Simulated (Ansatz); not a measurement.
# How BAs (F-43m) expands on warming, part 2 of 2

How much does BAs expand with temperature?

Measurements to reproduce:
- volume expansion coefficient 11.55 1e-6/K near room temperature (given in “Basic Physical Properties of Cubic Boron Arsenide (three times its linear coefficient)”, 2019, arxiv:1911.11281)
- volume expansion coefficient 10.8 1e-6/K near room temperature (given in “Thermal expansion coefficients of high thermal conducting BAs and BP materials (three times its linear coefficient)”, 2019, arxiv:1906.04101)

Ansatz 0.2.0; DFT LDA, scalar-relativistic, plane waves, PAW.

So far, principal linear expansion coefficients at 298 K (× 1e-6/K): step 5 (the quasi-harmonic study, cutoff 487.2 eV, k-mesh 12×12×12) 3.43; step 6 (k-mesh 8×8×8, q-mesh 4×4×4) 3.96. The relaxed cell has a = 4.731 Å (conventional setting).

**7. Relaxing at another setting (continued)**

The steps of the relaxation:

| step | energy less that of the first step (eV) | largest force component (eV/Å) | pressure (GPa) | volume (Å³) |
| --- | --- | --- | --- | --- |
| 1 | 0.0000 | 0.0000 | -0.07 | 26.49 |
| 2 | -0.0001 | 0.0000 | -0.01 | 26.48 |
| 3 | -0.0002 | 0.0000 | 0.00 | 26.48 |
| 4* | 0.0004 | 0.0000 | -0.01 | 26.48 |

Relaxation steps marked * repeat the geometry before them on a plane-wave basis chosen anew for their cell, so energy and pressure can jump there.

Forces are held to the 24 operations that the program found; a distortion that breaks them can't arise in this run.

| conventional cell, symmetrised | before | after | change |
| --- | --- | --- | --- |
| a (Å) | 4.732 | 4.731 | -0.0 % |
| b (Å) | 4.732 | 4.731 | -0.0 % |
| c (Å) | 4.732 | 4.731 | -0.0 % |
| volume (Å³/atom) | 13.25 | 13.24 | -0.0 % |

The relaxed structure:

```xyz
2
Lattice="0.0000 2.3657 2.3657 2.3657 0.0000 2.3657 2.3657 2.3657 0.0000" Properties=species:S:1:pos:R:3 pbc="T T T"
B     0.0000    0.0000    0.0000
As    1.1829    1.1829    1.1829
```

Read from the output:

* pressure: -0.006021 GPa
* gap on the k-mesh: 1.106 eV
* volume per atom: 13.24 Å³

The residual pressure is -0.0060 GPa, small enough for phonons.

**8. The quasi-harmonic study, cutoff 320 eV, q-mesh 4×4×4**

input.yaml

```yaml
crystal:
  lattice:
    - [0.0, 2.3657254224, 2.3657254224]
    - [2.3657254224, 0.0, 2.3657254224]
    - [2.3657254224, 2.3657254224, 0.0]
  atoms:
    - { symbol: B, position: [0.0, 0.0, 0.0] }
    - { symbol: As, position: [0.25, 0.25, 0.25] }
kpoints:
  mp_grid: { grid: [12, 12, 12] }
hamiltonian:
  xc: lda
scf:
  occupations: { method: fixed }
output:
  eigenvalues: true
basis:
  ecutwfc: 320.0
phonons:
  method: dfpt
  qmesh: [4, 4, 4]
  temperatures: { t_max: 800.0, t_step: 50 }
  thermal_expansion: {}
```

Started as:

```
> ansatz run input.yaml --threads 4 --pin off --max-ram 8192MiB --backend cpu --events-out ev --progress --plain --runs-dir out
```

It took 6.7 min on 4 threads of Arm Neoverse V2, shared host; peak memory 1.3 GiB; 25 min of CPU time.

Changing the k-mesh (8×8×8 → 12×12×12) and the cutoff (487.2 → 320 eV) takes the volume expansion at 298 K from 11.9 to 12.1 × 10⁻⁶/K and B_T from 143 to 143 GPa.

**9. The quasi-harmonic study, cutoff 487.2 eV, k-mesh 12×12×12 (run 2)**

input.yaml, the sections that differ from step 8:

```yaml
crystal:
  lattice:
    - [0.0, 2.3660417785, 2.3660417785]
    - [2.3660417785, 0.0, 2.3660417785]
    - [2.3660417785, 2.3660417785, 0.0]
  atoms:
    - { symbol: B, position: [0.0, 0.0, 0.0] }
    - { symbol: As, position: [0.25, 0.25, 0.25] }
phonons:
  method: fd
  qmesh: [4, 4, 4]
  temperatures: { t_max: 800.0, t_step: 50 }
  thermal_expansion: {}
# kpoints, hamiltonian, scf, output: as in step 8
# basis: removed
```

Wall time 32 min (4 threads); peak memory 1.4 GiB; 2.1 h of CPU time.

Changing the cutoff (320 → 487.2 eV) and the phonon method (dfpt → fd) takes the volume expansion at 298 K from 12.1 to 11.9 × 10⁻⁶/K and B_T from 143 to 143 GPa.

**10. Side by side**

Times are for 4 threads of Arm Neoverse V2, shared host. The runs compared:

| no. | functional | cutoff (eV) | k-mesh | q-mesh | method | pressure (GPa) | volume expansion coefficient at 298 K (1e-6/K) | C_P at 298 K (J/mol-atom/K) | isothermal bulk modulus at 298 K (GPa) | time | memory (GiB) |
| --- | --- | --- | --- | --- | --- | --- | --- | --- | --- | --- | --- |
| 1 | lda | 487.2 | 12×12×12 | 2×2×2 | dfpt | 0 | 10.29 | 16.97 | 142.9 | 2.3 min | 0.89 |
| 2 | lda | 487.2 | 8×8×8 | 4×4×4 | dfpt | 0 | 11.87 | 17.06 | 142.9 | 4.5 min | 0.81 |
| 3 | lda | 320 | 12×12×12 | 4×4×4 | dfpt | 0 | 12.10 | 17.07 | 143.5 | 6.7 min | 1.3 |
| 4 | lda | 487.2 | 12×12×12 | 4×4×4 | fd | 0 | 11.89 | 17.06 | 142.8 | 32 min | 1.4 |

The runs together, line volume. Table of expansion coefficient by temperature; values in 1e-6/K:

| temperature (K) | lda, 487.2, 12×12×12, 2×2×2, dfpt, 0 | lda, 487.2, 8×8×8, 4×4×4, dfpt, 0 | lda, 320, 12×12×12, 4×4×4, dfpt, 0 | lda, 487.2, 12×12×12, 4×4×4, fd, 0 |
| --- | --- | --- | --- | --- |
| 0 | 0 | 0 | 0 | 0 |
| 50 | 0.39 | 0.61 | 0.64 | 0.61 |
| 100 | 2.07 | 2.85 | 2.96 | 2.86 |
| 150 | 4.06 | 5.17 | 5.33 | 5.18 |
| 200 | 6.31 | 7.64 | 7.83 | 7.66 |
| 250 | 8.49 | 9.97 | 10.2 | 9.99 |
| 298 | 10.3 | 11.9 | 12.1 | 11.9 |
| 300 | 10.3 | 11.9 | 12.2 | 12.0 |
| 350 | 11.9 | 13.5 | 13.8 | 13.5 |
| 400 | 13.1 | 14.8 | 15.0 | 14.8 |
| 450 | 14.0 | 15.7 | 16.0 | 15.8 |
| 500 | 14.8 | 16.5 | 16.8 | 16.6 |
| 550 | 15.4 | 17.2 | 17.5 | 17.2 |
| 600 | 15.9 | 17.7 | 18.1 | 17.8 |
| 650 | 16.4 | 18.2 | 18.5 | 18.2 |
| 700 | 16.7 | 18.6 | 18.9 | 18.6 |
| 750 | 17.1 | 18.9 | 19.3 | 18.9 |
| 800 | 17.3 | 19.2 | 19.6 | 19.2 |

The runs together, line C_P. Table of heat capacity by temperature; values in J/mol-atom/K:

| temperature (K) | lda, 487.2, 12×12×12, 2×2×2, dfpt, 0 | lda, 487.2, 8×8×8, 4×4×4, dfpt, 0 | lda, 320, 12×12×12, 4×4×4, dfpt, 0 | lda, 487.2, 12×12×12, 4×4×4, fd, 0 |
| --- | --- | --- | --- | --- |
| 0 | 0 | 0 | 0 | 0 |
| 50 | 2.12 | 1.73 | 1.74 | 1.73 |
| 100 | 6.70 | 6.42 | 6.44 | 6.42 |
| 150 | 9.94 | 9.84 | 9.86 | 9.84 |
| 200 | 12.7 | 12.7 | 12.7 | 12.7 |
| 250 | 15.1 | 15.2 | 15.2 | 15.2 |
| 298 | 17.0 | 17.1 | 17.1 | 17.1 |
| 300 | 17.0 | 17.1 | 17.1 | 17.1 |
| 350 | 18.6 | 18.7 | 18.7 | 18.7 |
| 400 | 19.8 | 19.8 | 19.9 | 19.8 |
| 450 | 20.7 | 20.8 | 20.8 | 20.8 |
| 500 | 21.4 | 21.5 | 21.5 | 21.5 |
| 550 | 22.0 | 22.1 | 22.1 | 22.1 |
| 600 | 22.5 | 22.5 | 22.6 | 22.5 |
| 650 | 22.8 | 22.9 | 22.9 | 22.9 |
| 700 | 23.2 | 23.2 | 23.3 | 23.2 |
| 750 | 23.4 | 23.5 | 23.5 | 23.5 |
| 800 | 23.6 | 23.7 | 23.8 | 23.7 |

**11. Results**

```yaml
settings_of_these_figures: LDA, 487.2 eV, k 12×12×12, q 4×4×4
volume_expansion_coefficient_at_298_k: 11.89 1e-6/K
c_p_at_298_k: 17.06 J/mol-atom/K
entropy_at_298_k: 15.69 J/mol-atom/K
isothermal_bulk_modulus_at_298_k: 142.8 GPa
grueneisen_parameter_at_298_k: 0.8039
volume_at_298_k: 13.37 Å³/atom
principal_linear_expansion_coefficients_at_298_k: 3.965, 3.965, 3.965 1e-6/K
```

In words: Near room temperature BAs expands by 11.9 × 10⁻⁶/K in volume at this level, with C_P = 17.1 J/(mol K) per mole of atoms and B_T = 143 GPa. C_P at room temperature is 68 % of the classical 3R an atom, so the stiffest modes are still partly frozen out. A measured volume expansion coefficient near room temperature is 11.55 1e-6/K (arxiv:1911.11281); the calculated 11.9 1e-6/K differs by +3 %. Changing the q-mesh, k-mesh, cutoff and phonon method moves the volume expansion at 298 K between 10.3 and 12.1 × 10⁻⁶/K, while the CPU time spans a factor of 15. The interpolation has no quadrupole term, so branches near the zone centre are less sure, since some sites of this crystal are not centres of inversion.

[Long decimals in the printed logs are rounded to 6 places.]

[Logs are printed without paths, hosts, clocks, repeated set-up lines and the standing remarks that a program may print on its own settings, such as how far it seeks lower states.]

[Hosts, paths, dates, database ids (printed as entryN), source tags and the programs' standing remarks are cut or masked in the printed files.]

[Where the starting crystal was built by hand or by swapping elements, it need not be the compound's stable phase.]

[A step with changed settings may run another functional than the one named; its input shows which.]

[Pressures of single members of a volume series are the stress at the run's cutoff; with an incomplete basis they can lie off −dE/dV of the same runs, and they are not shown converged.]
